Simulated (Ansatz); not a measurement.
# Glassy 76SiO2-24MgO (mol %) (94 atoms) in motion

Aim: follow glassy 76SiO2-24MgO (mol %) (94 atoms) for a short time with forces from DFT, then look at structure and electrons in the last frame.

Program: Ansatz 0.2.0. Level of theory: Kohn-Sham DFT, RPBE, PAW (set soft_2), plane waves. Results are calculated unless marked as measured.

## (1) Set-up

The cell holds 94 atoms: 26 Si, 8 Mg and 60 O. Cell: a = 10.793 Å, b = 10.793 Å, c = 10.793 Å, α = 90.0°, β = 90.0°, γ = 90.0°. 94 atoms (26 Si, 8 Mg, 60 O) placed at random at 2.34 g/cm³, melted at 4000 K for 10 ps at fixed volume with the Morse and Coulomb pair potential with partial charges (Pedone, Malavasi, Menziani, Cormack and Segre, J. Phys. Chem. B 110, 11780 (2006)). Quenched from 4000 K to 300 K at 50 K/ps and fixed volume, held 10 ps at zero pressure.

What the set-up can't give: The quench rate of 50 K/ps is many orders above laboratory rates, so the cell is likely richer in defects and strain than a real sample. The starting topology of bonds comes from the classical model. Only the Γ point is sampled, in a cell whose shortest periodic width is 11 Å.

## (2) Single point at the start

A single point comes first, to see the forces before anything moves.

input.yaml

```yaml
crystal:
  lattice:
    - [10.79285, 0.0, 0.0]
    - [0.0, 10.79285, 0.0]
    - [0.0, 0.0, 10.79285]
  atoms:
    - { symbol: Si, position: [0.38818, 0.31951, 0.76094] }
    - { symbol: Si, position: [0.1954, 0.4556, 0.92068] }
    - { symbol: Si, position: [0.16508, 0.11978, 0.77826] }
    - { symbol: Si, position: [0.11286, 0.99338, 0.29121] }
    [... 84 atom lines left out ...]
    - { symbol: O, position: [0.70746, 0.33384, 0.61372] }
    - { symbol: O, position: [0.93775, 0.27089, 0.1808] }
    - { symbol: O, position: [0.15217, 0.99572, 0.69388] }
    - { symbol: O, position: [0.02003, 0.1775, 0.79412] }
    - { symbol: O, position: [0.14884, 0.67604, 0.25794] }
    - { symbol: O, position: [0.54571, 0.69202, 0.68663] }
kpoints:
  mp_grid: { grid: [1, 1, 1] }
hamiltonian:
  xc: rpbe
scf:
  occupations: { method: fermi_dirac, width: 0.078 }
output:
  forces: true
```

Started as:

```sh
> ansatz run input.yaml --threads 4 --pin off --max-ram 8192MiB --backend cpu --events-out ev --progress --plain --runs-dir out
```

Run time: 17 s. Hardware: 4 threads of Intel Xeon Platinum 8375C at 2.90GHz (Ice Lake), shared host; peak memory 1.6 GiB.

The run gave:

| Property | Result |
| --- | --- |
| free energy | -66268.9473 eV |
| free energy per atom | -704.9888 eV/atom |
| SCF cycles | 9 |
| r.m.s. force component | 1.3 eV/Å |
| longest force | 6.052 eV/Å |
| Fermi energy | 5.931 eV |

The r.m.s. force component of 1.3 eV/Å sets the starting point.

Neighbours are counted within 2.08 Å (O-Si), 2.52 Å (O-Mg).

Length of the force by element and coordination:

```csv
element,coordination,atoms,mean length of the force (eV/Å),spread,least,most
Mg,all,8,0.992,0.235,0.592,1.36
Mg,3,3,1.04,0.229,0.834,1.36
Mg,4,5,0.962,0.234,0.592,1.32
O,all,60,1.78,0.931,0.288,4.18
O,2,47,1.78,0.930,0.288,4.11
O,3,13,1.79,0.935,0.551,4.18
Si,all,26,2.71,1.14,0.811,6.05
```

## (3) Dynamics at 900 K

A Nosé–Hoover thermostat steers the temperature while disturbing the dynamics little. The time step is 1.0 fs.

input.yaml: that of step 2 with these lines changed.

```diff
@@ -15 +15,8 @@
   forces: true
+md:
+  timestep: 1.0
+  n_steps: 190
+  ensemble: nvt_nose_hoover
+  temperature: 900
+  initial_velocities: maxwell_boltzmann
+  seed: 4711
```

It took 27 min on 4 threads; peak memory 1.7 GiB; 1.5 h of CPU time.

The program notes that it switched symmetry off.

Rows from the run:

```csv
time (fs),T (K),potential (meV/atom),conserved (meV/atom)
0.0,900,0.0,0.00
13.0,837,8.2,0.00
25.0,638,34.4,0.13
38.0,606,39.6,0.15
51.0,859,9.5,0.06
63.0,778,22.7,0.13
76.0,853,16.2,0.11
89.0,881,15.9,0.08
101.0,872,19.8,0.06
114.0,737,39.7,0.13
127.0,840,29.0,0.10
139.0,870,27.3,0.09
152.0,829,34.5,0.14
165.0,809,38.8,0.18
177.0,788,43.0,0.16
190.0,941,24.9,0.06
```

Mean square displacement from the first frame to the last: Si 0.090 Å², Mg 0.45 Å², O 0.21 Å².

Mean square displacement against time lag:

```csv
time lag (fs),Mg (Å²),O (Å²),Si (Å²)
1.0,8.3e-5,1.2e-4,7.2e-5
4.0,0.00132,0.00195,0.00112
8.0,0.00520,0.00738,0.00420
12.0,0.0114,0.0153,0.00855
20.0,0.0294,0.0342,0.0179
24.0,0.0403,0.0437,0.0217
28.0,0.0520,0.0533,0.0249
32.0,0.0640,0.0631,0.0276
36.0,0.0761,0.0732,0.0300
40.0,0.0879,0.0834,0.0325
44.0,0.0994,0.0933,0.0351
51.0,0.118,0.109,0.0403
55.0,0.129,0.116,0.0436
59.0,0.138,0.123,0.0470
63.0,0.148,0.130,0.0506
67.0,0.156,0.137,0.0544
71.0,0.165,0.144,0.0582
75.0,0.172,0.151,0.0619
83.0,0.186,0.165,0.0685
87.0,0.193,0.171,0.0715
91.0,0.199,0.176,0.0743
95.0,0.205,0.181,0.0771
```

Over the second half of 190 fs the temperature averages 829 K with swings of 50 K r.m.s. The conserved energy stays within 0.23 meV/atom. From first frame to last Mg has the largest mean square displacement, 0.45 Å² at the end; the farthest move is 0.95 Å. The count of bonds goes from 133 in the first frame to 134 in the last, by one set of cutoffs: 2 pairs passed out of them and 3 came within. The run spans 0.19 ps, too short for its means to be equilibrium values.

## (4) Local order late in the run

The g(r) is a mean over the second half; what follows it is taken at the last frame.

Bonds before and after, by the cutoffs listed below:

```csv
pair,bonds before,bonds after,mean before (Å),mean after (Å),spread before (Å),spread after (Å)
O-Si,104,104,1.621,1.652,0.047,0.069
O-Mg,29,30,2.046,2.063,0.113,0.152
```

Density 2.49 g/cm³, 13.37 Å³ an atom.

Mean of 13 frames. g(r), total and by pair (bins of 0.2 Å):

```csv
r (Å),total,O-O,O-Si,O-Mg,Si-Si,Si-Mg,Mg-Mg
1.50,0.98,0.00,2.78,0.00,0.00,0.00,0.00
1.70,3.28,0.00,9.21,0.23,0.00,0.00,0.00
1.90,0.40,0.00,0.22,2.96,0.00,0.00,0.00
2.10,0.35,0.00,0.00,3.23,0.00,0.00,0.00
2.30,0.15,0.13,0.00,0.90,0.00,0.00,0.00
2.50,0.77,1.81,0.00,0.32,0.00,0.03,0.00
2.70,1.42,3.19,0.02,0.60,0.27,0.48,0.00
2.90,0.90,1.48,0.15,0.53,1.71,1.20,0.41
3.10,0.94,0.87,0.42,0.50,3.84,1.63,1.52
3.30,0.88,0.85,0.65,0.60,1.07,3.01,2.08
3.50,0.84,0.77,0.97,0.72,0.01,1.79,2.86
3.70,1.02,0.80,1.47,1.19,0.10,0.62,1.89
3.90,1.19,0.68,1.80,1.55,0.61,0.95,1.34
4.10,1.21,0.75,1.82,1.38,0.82,0.76,0.77
4.30,1.09,0.74,1.46,1.33,1.17,0.82,0.64
4.50,0.95,0.85,0.91,1.29,1.27,0.93,0.83
4.70,1.02,1.18,0.72,1.06,1.44,1.00,0.71
4.90,1.04,1.35,0.68,0.93,1.33,0.98,0.40
5.10,1.06,1.32,0.74,0.99,1.07,1.23,0.69
5.30,1.00,1.15,0.88,0.75,1.04,1.19,0.43
```

Bonds by pair of elements; cutoffs follow the first minimum of g(r), held within bounds set by covalent radii, and pairs that aren't listed don't count as bonded:

```csv
pair A-B,cutoff (Å),bonds,mean length (Å),spread (Å),shortest (Å),B about A,A about B
O-Si,2.16,104,1.65,0.069,1.50,1.73,4
O-Mg,2.52,30,2.06,0.152,1.81,0.5,3.75
```

How many atoms have how many bonded neighbours:

```csv
element,mean,2,3,4
Mg,3.75,0,2,6
O,2.23,46,14,0
Si,4,0,0,26
```

Bond angles (no mean is given where the spread exceeds 20°):

```csv
angle,count,mean (°),spread (°)
O-Si-O,156,109,8.3
Si-O-Si,44,139,14.2
O-Mg-O,42,-,-
Mg-O-Si,37,121,18.7
Mg-O-Mg,7,115,6.9
```

Oxygen atoms by the number of network formers (Si, P, Ge, B, Al, As, Ga) bound to them:

```csv
network formers bound to O,O atoms,per cent
0,0,0
1,16,26.7
2,44,73.3
```

Network units: each former by its oxygen neighbours and how many of them bridge to another former:

```csv
former,O neighbours,bridging O,atoms
Si,4,1,1
Si,4,3,13
Si,4,4,12
```

Bond length by coordination (bonds to H left out):

```csv
element,coordination,atoms,mean bond length (Å)
Mg,3,2,2.05
Mg,4,6,2.07
O,2,46,1.67
O,3,14,1.90
```

Rings of the network by King's shortest-path rule, up to 12 atoms, one path for each pair of neighbours; H, halogens, alkali and alkaline-earth atoms are left out, and the last column divides by all other atoms, bonded or not:

```csv
ring size (atoms),rings,per network atom
8,4,0.047
10,4,0.047
12,8,0.093
```

For some of the pairs, g(r) has its first main peak near 2.7 Å (O-O), 1.6 Å (O-Si), 2.0 Å (O-Mg), 3.1 Å (Si-Si), 3.3 Å (Si-Mg) and 3.5 Å (Mg-Mg). With the cutoffs above, 75 % of Mg atoms have 4, 77 % of O atoms have 2 and all Si atoms have 4 bonded neighbours. The O-Si-O angle averages 109° with a spread of 8°. 73 % of the oxygens bridge two formers (Si) and 27 % are non-bridging. The commonest Si unit has 4 oxygens, 3 of them shared with other formers (13 of 26 atoms). Rings of 12 atoms are the most common (50 % of those counted); sizes run from 8 to 12, where the search stops.

## (5) Single point at the last frame

The last frame is solved once more, with the analyses that the dynamics left out.

input.yaml

```yaml
crystal:
  lattice:
    - [10.79285, 0.0, 0.0]
    - [0.0, 10.79285, 0.0]
    - [0.0, 0.0, 10.79285]
  atoms:
    - { symbol: Si, position: [0.35797, 0.3134, 0.7809] }
    - { symbol: Si, position: [0.16215, 0.44533, 0.92579] }
    - { symbol: Si, position: [0.14816, 0.11617, 0.78922] }
    - { symbol: Si, position: [0.12982, 0.97411, 0.28316] }
    [... 84 atom lines left out ...]
    - { symbol: O, position: [0.67955, 0.26798, 0.63928] }
    - { symbol: O, position: [0.93032, 0.23796, 0.17846] }
    - { symbol: O, position: [0.12568, 0.99991, 0.69534] }
    - { symbol: O, position: [0.01531, 0.19077, 0.80793] }
    - { symbol: O, position: [0.15123, 0.63585, 0.26289] }
    - { symbol: O, position: [0.56346, 0.68621, 0.70087] }
kpoints:
  mp_grid: { grid: [1, 1, 1] }
hamiltonian:
  xc: rpbe
scf:
  occupations: { method: fixed }
output:
  forces: true
  stress: true
  populations: intrinsic
  dos:
    method: { smearing: { sigma: 0.15 } }
    de: 0.1
    projected: { site_lists: { Mg: [Mg], O: [O], Si: [Si] } }
  eigenvalues: true
  write_density: true
  write_potential: true
  volumetric_format: npy
  elf: true
```

The job ended after 22 s (4 threads; peak memory 1.6 GiB).

Numbers from this run:

```yaml
free_energy: -66266.6090 eV
free_energy_per_atom: -704.9639 eV/atom
scf_cycles: 9
pressure: 2.381 GPa
r_m_s_force_component: 1.314 eV/Å
longest_force: 5.762 eV/Å
fermi_energy: 3.977 eV
spacing_of_highest_filled_and_lowest_empty_level: 3.191 eV
```

Neighbours are counted within 2.16 Å (O-Si), 2.52 Å (O-Mg), the cutoffs taken from the dynamics.

Length of the force by element and coordination:

```csv
element,coordination,atoms,mean length of the force (eV/Å),spread,least,most
Mg,all,8,1.09,0.265,0.650,1.57
Mg,3,2,1.05,0.0203,1.03,1.07
Mg,4,6,1.11,0.305,0.650,1.57
O,all,60,1.71,0.986,0.155,5.55
O,2,46,1.78,1.07,0.155,5.55
O,3,14,1.49,0.602,0.690,2.52
Si,all,26,2.78,1.25,0.606,5.76
```

Intrinsic-atomic-orbital charges by element and coordination:

```csv
element,coordination,atoms,mean charge (e),spread,least,most
Mg,all,8,1.66,0.0131,1.63,1.67
Mg,3,2,1.66,2.0e-4,1.66,1.66
Mg,4,6,1.65,0.0141,1.63,1.67
O,all,60,-0.963,0.106,-1.20,-0.863
O,2,46,-0.937,0.0902,-1.15,-0.863
O,3,14,-1.05,0.110,-1.20,-0.908
Si,all,26,1.71,0.043,1.60,1.78
```

States in the cell by windows of 1 eV, zero at the Fermi level; the larger projections on atomic orbitals stand beside the total:

```csv
from (eV),to (eV),total,O p,Si p
-10,-9,10.5,7.1,0.7
-9,-8,16.4,11.4,1.6
-8,-7,20.0,14.8,3.1
-7,-6,24.6,18.7,4.5
-6,-5,34.6,27.3,4.4
-5,-4,50.1,42.7,3.7
-4,-3,61.4,55.6,2.7
-3,-2,65.9,61.9,1.7
-2,-1,42.0,39.9,0.9
-1,0,26.6,25.4,0.6
0,1,1.1,1.1,0.0
1,2,0.0,0.0,0.0
2,3,0.1,0.0,0.0
3,4,1.9,0.1,0.1
4,5,7.2,1.0,1.3
```

With fixed occupations the program's Fermi level is the highest filled level; weight inside the gap is the broadening of levels at its edges.

Between -26 and -10 eV lie 127 more states.

The stored curve holds about 480 of the 544 electrons; the rest, give or take the few that broadening carries across the Fermi level, lie in deeper levels below its range.

The levels nearest the highest filled one (over half full), pooled over k-points and spins:

```csv
level less the highest filled one (eV),occupation
-0.590,2
-0.546,2
-0.440,2
-0.396,2
-0.256,2
0,2
3.19,0
4.51,0
4.64,0
4.81,0
4.97,0
5.12,0
```

Mean intrinsic-atomic-orbital charges: Mg +1.66, O -0.96, Si +1.71 e.

1 further run on a deliberately doubtful input is not shown.

## (6) Outcome

```json
{
 "mean temperature, second half": "829.1 K",
 "temperature swing, second half": "49.75 K",
 "slope of the conserved energy against time, by least squares": "0.2204 meV/atom/ps",
 "free energy per atom": "-704.9639 eV/atom",
 "pressure": "2.381 GPa",
 "r.m.s. force component": "1.314 eV/Å",
 "gap (highest filled to lowest empty level)": "3.191 eV",
 "wall time of the 3 DFT runs": "27 min"
}
```

**Reading.** Over the second half of 190 fs the temperature averages 829 K with swings of 50 K r.m.s. The conserved energy stays within 0.23 meV/atom. The count of bonds goes from 133 in the first frame to 134 in the last, by one set of cutoffs: 2 pairs passed out of them and 3 came within. The run spans 0.19 ps, too short for its means to be equilibrium values. With the cutoffs above, 75 % of Mg atoms have 4, 77 % of O atoms have 2 and all Si atoms have 4 bonded neighbours. 73 % of the oxygens bridge two formers (Si) and 27 % are non-bridging. The highest filled and lowest empty levels differ by 3.19 eV (at Γ alone); a semilocal functional tends to put such gaps too low. In a disordered cell it changes from sample to sample, and tail or defect levels can set it.

What to keep in mind: The network of bonds at the start is that of the classical potential that made the cell; in DFT 2 of its 133 bonded pairs passed out of the cutoffs and 3 came within them. The stress is far from hydrostatic: its diagonal is -1.2, 2.8, 5.5 GPa, compression counted positive. The pressure of 2.4 GPa is that of one thermal frame at a volume set beforehand, without the kinetic term.

[Logs are printed without paths, hosts, clocks, repeated set-up lines and the standing remarks that a program may print on its own settings, such as how far it seeks lower states.]

[Hosts, paths, dates, database ids (printed as entryN), source tags and the programs' standing remarks are cut or masked in the printed files.]
